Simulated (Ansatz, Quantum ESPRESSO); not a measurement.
# Are band offsets transitive? CdS, CuI and InP

**Set-up.** Quantum ESPRESSO 7.5, LDA with GBRV files. Each pair is a 5 + 5 layer (110) superlattice with atoms on ideal cubic sites at the pair's mean lattice constant; bulk valence tops are placed on the mean potential of each half. An offset X/Y is the valence top of Y less that of X.

| interface | a (Å) | valence offset (eV) |
| --- | --- | --- |
| CdS/CuI | 5.89 | +0.559 |
| CuI/InP | 5.9 | +0.358 |

**Question.** What is the offset CdS/InP, computed at a = 5.831 Å?

By hand: If offsets were properties of the bulk crystals alone, they would add: +0.559 + (+0.358) = +0.917 eV.

What the calculation gave: +0.847 eV; the sum misses by +0.070 eV. The rule holds roughly. The three lattice constants differ by up to 1.2 %, so strain shifts of the valence tops enter the miss along with interface dipoles.

**Limits.** No interface relaxation, no spin-orbit coupling, thickness untested.
